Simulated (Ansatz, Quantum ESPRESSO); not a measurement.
# H on hollow sites of Ta(110): the work function of the upper face at a withheld member of a series

Method. Quantum ESPRESSO 7.5, PBE, GBRV ultrasoft. Slabs of 3 layers, covered on the upper face; adsorbates and the top layer relax in a periodic cell, the rest is held (the clean slab relaxes both outer layers); a run under open boundaries (ESM, bc1) gives both vacuum levels. Cells of one to 9 surface sites carry the coverages, on meshes of like density; cold smearing of 0.02 Ry. The slabs take the lattice constants of the bulk relaxed by the same program. The series steps the coverage.

| coverage | work function of the upper face (eV) |
| --- | --- |
| 0 ML | 4.801 |
| 0.1111 ML | 4.751 |
| 0.1667 ML | 4.688 |
| 0.25 ML | 4.620 |
| 0.3333 ML | 4.655 |
| 0.5 ML | 4.414 |
| 0.6667 ML | 4.496 |
| 0.75 ML | 4.386 |

**Question.** What is the work function of the upper face at 1 ML?

**Worked estimate.** The rows at 0.6667 ML and 0.75 ML give a slope of (4.386 − (4.496))/(0.75 − (0.6667)) = −1.321, so a straight line gives 4.056 eV. A parabola through these and the row at 0.5 ML gives 3.452 eV.

**The withheld run.** 4.358 eV. The line misses by −0.302 and the parabola by −0.906 eV. The line does better here.

Caveats: Thin slabs, one site and one ordered pattern a coverage; no reconstruction or subsurface sites; meshes differ a little between cells.
